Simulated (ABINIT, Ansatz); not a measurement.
# InF3 (R-3c): one start, several treatments of the self-energy, part 2 of 2

Aim: compare treatments of exchange, screening and correlation for the gap of InF3 (R-3c).

ABINIT 10.8.3; LDA and many-body steps on it, plane waves. Known limits of the many-body steps: not at the basis limit; no spin-orbit coupling.

So far. Step 5 (G0W0, Engel-Farid plasmon pole): Against G0W0 in ABINIT (4×4×4 mesh, 124 bands, screening to 114.3 eV, Godby-Needs plasmon pole), the gap moves by −0.039 eV. Step 6 (G0W0, Hybertsen-Louie plasmon pole): Against G0W0 in ABINIT (4×4×4 mesh, 124 bands, screening to 114.3 eV, Godby-Needs plasmon pole), the gap moves by +0.486 eV.

## 7. One-shot Hartree-Fock

This step: one-shot Hartree-Fock on LDA, plane waves, norm-conserving pseudopotentials.

The input, run.abi:

```
acell 3*1.0 Angstrom
rprim 
  2.602141182914 1.502346912402 4.907506134507
  -2.602141182914 1.502346912402 4.907506134507
  0.000000000000 -3.004693824873 4.907506134486
ntypat 2
znucl 49 9
natom 8
typat 1 1 2 2 2 2 2 2
xred 
  0.500000000000 0.500000000000 0.500000000000
  -0.000000000000 0.000000000000 0.000000000000
  0.395709220000 0.750000000000 0.104290780000
  0.750000000000 0.104290780000 0.395709220000
  0.895709220000 0.604290780000 0.250000000000
  0.250000000000 0.895709220000 0.604290780000
  0.604290780000 0.250000000000 0.895709220000
  0.104290780000 0.395709220000 0.750000000000
pp_dirpath "pseudos"
pseudos "In.upf, F.upf"
ecut 36
ngkpt 4 4 4
nshiftk 1
shiftk 0 0 0
kptopt 1
chksymbreak 0
istwfk *1
occopt 1
irdwfk 1
optdriver 4
nband 46
gwcalctyp 5
ecutsigx 36
symsigma 1
nkptgw 2
kptgw 
  0.5000000000 0.5000000000 0.0000000000
  0.0000000000 0.0000000000 0.0000000000
bdgw 
  41 44
  41 44
ixc_sigma 40
fftgw 31
indata_prefix "in"
outdata_prefix "out"
tmpdata_prefix "tmp"
```

Started as:

```console
OMP_NUM_THREADS=1 mpirun -n 8 abinit run.abi > log
```

Numbers of over 12 decimals in the logs are rounded to 6 here.

The program printed:

```text
.Version 10.8.3 of ABINIT. v10.8.2 released Aug 2026.

 Symmetries : space group R-3 c (#167); Bravais hR (rhombohedral)
[... echo of the input left out ...]
== DATASET  1 ==================================================================
-   mpi_nproc: 8, omp_nthreads: 1 (-1 if OMP is not activated)

--- !DatasetInfo
iteration_state: {dtset: 1, }
dimensions: {natom: 8, nkpt: 13, mband: 46, nsppol: 1, nspinor: 1, nspden: 1, mpw: 8026, }
cutoff_energies: {ecut:  36.0, pawecutdg:  -1.0, }
[...]
Band     E0 <VxcDFT>   SigX SigC(E0)      Z dSigC/dE  Sig(E)    E-E0       E
[...]
43   2.986 -15.001 -10.317   0.000   1.000   0.000 -10.317   4.684   7.670
       44   8.395 -19.924 -13.242   0.000   1.000   0.000 -13.242   6.682  15.077

== END DATASET(S) ==============================================================
================================================================================

 -outvars: echo values of variables after computation  --------
           etotal      0.0000000000E+00
            nband          46
             nkpt          13
          spgroup         167
 [... the other variables as echoed above ...]

 Calculation completed.
```

The job ended after 5.9 s (8 MPI ranks of Arm Neoverse V1, shared host; peak memory 3.3 GiB; 47 s of CPU time).

Numbers from this step:

- quasiparticle gap on the points computed: 16.12 eV
- starting gap on the mesh: 4.010 eV
- k of the valence top: 0.5, 0.5, 0
- k of the conduction bottom: 0, 0, 0
- least direct quasiparticle gap on the computed points: 16.69 eV

Against G0W0 in ABINIT (4×4×4 mesh, 124 bands, screening to 114.3 eV, Godby-Needs plasmon pole), the gap moves by +8.297 eV.

## 8. Screening, 4×4×4 mesh, 124 bands, screening to 114.3 eV

This step: RPA screening on LDA, plane waves, norm-conserving pseudopotentials.

Edit run.abi of step 7 so:

```diff
@@ -29,16 +29,14 @@
 irdwfk 1
-optdriver 4
-nband 46
-gwcalctyp 5
-ecutsigx 36
-symsigma 1
-nkptgw 2
-kptgw 
-  0.5000000000 0.5000000000 0.0000000000
-  0.0000000000 0.0000000000 0.0000000000
-bdgw 
-  41 44
-  41 44
-ixc_sigma 40
-fftgw 31
+optdriver 3
+nband 124
+ecuteps 4.2
+inclvkb 2
+awtr 1
+symchi 1
+gwcalctyp 2
+nfreqre 16
+freqremax 40 eV
+nfreqim 8
+spmeth 1
+nomegasf 120
 indata_prefix "in"
```

The program printed:

```text
.Version 10.8.3 of ABINIT. v10.8.2 released Aug 2026.

 Symmetries : space group R-3 c (#167); Bravais hR (rhombohedral)
[... echo of the input left out ...]
== DATASET  1 ==================================================================
-   mpi_nproc: 8, omp_nthreads: 1 (-1 if OMP is not activated)

--- !DatasetInfo
iteration_state: {dtset: 1, }
dimensions: {natom: 8, nkpt: 13, mband: 124, nsppol: 1, nspinor: 1, nspden: 1, mpw: 8026, }
cutoff_energies: {ecut:  36.0, pawecutdg:  -1.0, }
electrons: {nelect:   8.40000000E+01, charge:   0.00000000E+00, occopt:   1.00000000E+00, tsmear:   1.00000000E-02, }

 SCREENING: Calculation of the susceptibility and dielectric matrices

 Based on a program developped by R.W. Godby, V. Olevano, G. Onida, and L. Reining.
 Incorporated in ABINIT by V. Olevano, G.-M. Rignanese, and M. Torrent.
.Using double precision arithmetic ; gwpc =  8

[... cell and pseudopotentials left out ...]
--------------------------------------------------------------------------------

 ==== K-mesh for the wavefunctions ====
 Number of points in the irreducible wedge :    13
[... list of points left out ...]
 Together with 12 symmetry operations and time-reversal symmetry
 yields    64 points in the full Brillouin Zone.

 ==== Q-mesh for the screening function ====
 Number of points in the irreducible wedge :    13
[... list of points left out ...]
 Together with 12 symmetry operations and time-reversal symmetry
 yields    64 points in the full Brillouin Zone.

 setmesh: FFT mesh size selected  =    40x   40x   40
          total number of points  =        64000

 vcoul_init : cutoff-mode = AUXILIARY_FUNCTION
 q-points for optical limit:   1
     1)      0.000010    0.000020    0.000030

- screening: taking advantage of time-reversal symmetry
- Maximum band index for partially occupied states nbvw = 42
- Remaining bands to be divided among processors   nbcw = 82
- Number of bands treated by each node ~10

 Number of electrons calculated from density =   84.0000; Expected =   84.0000
 average of density, n =  0.108136
 r_s =    1.3021
 omega_plasma =   31.7205 [eV]

 calculating chi0 at frequencies [eV] :
  1    0.000000E+00    0.000000E+00
  2    2.666667E+00    0.000000E+00
  3    5.333333E+00    0.000000E+00
[...]
23    0.000000E+00    8.078665E+01
 24    0.000000E+00    1.137485E+02

--------------------------------------------------------------------------------
  q-point number  1        q = ( 0.000000, 0.000000, 0.000000) [r.l.u.]
--------------------------------------------------------------------------------
[... chi0 elements left out ...]
  [... further frequencies ...]

 No. of calculated frequencies >  15, stop printing
 For q-point:  0.000010 0.000020 0.000030
  dielectric constant =   2.3968
  dielectric constant without local fields =   2.4995

  Average fulfillment of the sum rule on Im[epsilon] for q-point    1 :     33.10  [%]
[... wings left out ...]
  q-point number  2        q = ( 0.250000, 0.000000, 0.000000) [r.l.u.]
--------------------------------------------------------------------------------
[... chi0 elements left out ...]
  [... further frequencies ...]

 No. of calculated frequencies >  15, stop printing
  Average fulfillment of the sum rule on Im[epsilon] for q-point    2 :     42.77  [%]

 [... 11 further q-points ...]
```

Wall time 7.2 min (8 MPI ranks); peak memory 8.5 GiB; 58 min of CPU time.

This step gave:

```
ε∞ with local fields, on this mesh, along the program's q direction : 2.397
the same without local fields                                       : 2.499
plasma frequency                                                    : 31.72 eV
plane waves in the screening matrix                                 : 327
```

## 9. G0W0, contour deformation

This step: G0W0 on LDA, plane waves, norm-conserving pseudopotentials.

Edit run.abi of step 8 so:

```diff
@@ -29,14 +29,17 @@
 irdwfk 1
-optdriver 3
+optdriver 4
 nband 124
+gwcalctyp 2
+ecutsigx 36
+symsigma 1
+nkptgw 2
+kptgw 
+  0.5000000000 0.5000000000 0.0000000000
+  0.0000000000 0.0000000000 0.0000000000
+bdgw 
+  41 44
+  41 44
 ecuteps 4.2
-inclvkb 2
-awtr 1
-symchi 1
-gwcalctyp 2
-nfreqre 16
-freqremax 40 eV
-nfreqim 8
-spmeth 1
-nomegasf 120
+irdscr 1
+gwmem 01
 indata_prefix "in"
```

The program printed:

```text
.Version 10.8.3 of ABINIT. v10.8.2 released Aug 2026.

 Symmetries : space group R-3 c (#167); Bravais hR (rhombohedral)
[... echo of the input left out ...]
== DATASET  1 ==================================================================
-   mpi_nproc: 8, omp_nthreads: 1 (-1 if OMP is not activated)

--- !DatasetInfo
iteration_state: {dtset: 1, }
dimensions: {natom: 8, nkpt: 13, mband: 124, nsppol: 1, nspinor: 1, nspden: 1, mpw: 8026, }
cutoff_energies: {ecut:  36.0, pawecutdg:  -1.0, }
[...]
Band     E0 <VxcDFT>   SigX SigC(E0)      Z dSigC/dE  Sig(E)    E-E0       E
[...]
44   8.395 -19.924 -13.242  -2.945   0.794  -0.259 -16.956   2.968  11.362
       44   0.000   0.000   0.000  -0.009   0.000   0.000  -0.007  -0.007  -0.007

== END DATASET(S) ==============================================================
================================================================================

 -outvars: echo values of variables after computation  --------
           etotal      0.0000000000E+00
            nband         124
             nkpt          13
          spgroup         167
 [... the other variables as echoed above ...]

 Calculation completed.
```

The job ended after 15 s (8 MPI ranks; peak memory 3.4 GiB; 2 min of CPU time).

This step gave:

| Property | Result |
| --- | --- |
| G0W0 gap on the points computed | 7.729 eV |
| starting gap on the mesh | 4.010 eV |
| k of the valence top | 0.5, 0.5, 0 |
| k of the conduction bottom | 0, 0, 0 |
| least direct G0W0 gap on the computed points | 7.779 eV |

Against G0W0 in ABINIT (4×4×4 mesh, 124 bands, screening to 114.3 eV, Godby-Needs plasmon pole), the gap moves by −0.093 eV.

## 10. The runs together

Times are wall times on 8 MPI ranks of Arm Neoverse V1, shared host, good to a factor of about two. A run's time includes the screening step that it read.

```csv
run,mesh,bands,screening cutoff (eV),DFT gap (eV),gap on the mesh (eV),direct (eV),ε∞ used,time
"G0W0, Godby-Needs plasmon pole",4×4×4,124,114.3,4.010,7.822,7.881,2.39,5.5 min
"G0W0, Engel-Farid plasmon pole",4×4×4,124,114.3,4.010,7.783,7.869,2.39,5.4 min
"G0W0, Hybertsen-Louie plasmon pole",4×4×4,124,114.3,4.010,8.308,8.552,2.39,5.5 min
one-shot Hartree-Fock,4×4×4,-,-,4.010,16.119,16.688,-,5.9 s
"G0W0, contour deformation",4×4×4,124,114.3,4.010,7.729,7.779,2.40,7.5 min
```

## 11. Summary of results

* G0W0, Godby-Needs plasmon pole: 7.822 eV
* G0W0, Engel-Farid plasmon pole: 7.783 eV
* G0W0, Hybertsen-Louie plasmon pole: 8.308 eV
* one-shot Hartree-Fock: 16.119 eV
* G0W0, contour deformation: 7.729 eV
* known limits: not at the basis limit; no spin-orbit coupling

G0W0, Engel-Farid plasmon pole: −0.039 eV against G0W0, Godby-Needs plasmon pole. G0W0, Hybertsen-Louie plasmon pole: +0.486 eV against G0W0, Godby-Needs plasmon pole. One-shot Hartree-Fock: +8.297 eV against G0W0, Godby-Needs plasmon pole. G0W0, contour deformation: −0.093 eV against G0W0, Godby-Needs plasmon pole. Bare exchange alone opens the gap to 16.12 eV; against G0W0, correlation takes back 8.30 eV. Bands and cutoff are finite, so the gap is not at the basis limit. The miss can reach some tenths of an eV and take either sign; the mesh is an error of its own. In the G0W0 runs levels were corrected at 2 k points alone, so a gap called «on the mesh» is the least over those, and an edge elsewhere would be missed. The many-body steps are scalar-relativistic: spin-orbit coupling is not in them.

[Paths, hosts, dates, memory and timing lines, banners, echoed tables and standing remarks are left out of the program output.]

[Logs are printed without paths, hosts, clocks, repeated set-up lines and the standing remarks that a program may print on its own settings, such as how far it seeks lower states.]

[Runs of the session that timed out or met a known fault of the program may be left out.]

[Hosts, paths, dates, database ids (printed as entryN), source tags and the programs' standing remarks are cut or masked in the printed files.]

[G0W0 gaps are taken among the corrected bands and points alone; a level outside them can change the order at an edge.]

[Where Ansatz stands beside ABINIT at settings called matched, ABINIT's density can come from a denser mesh and the files from another edition; pairs whose starting gaps differed by over 0.03 eV were left out, so agreement reads better than it is.]
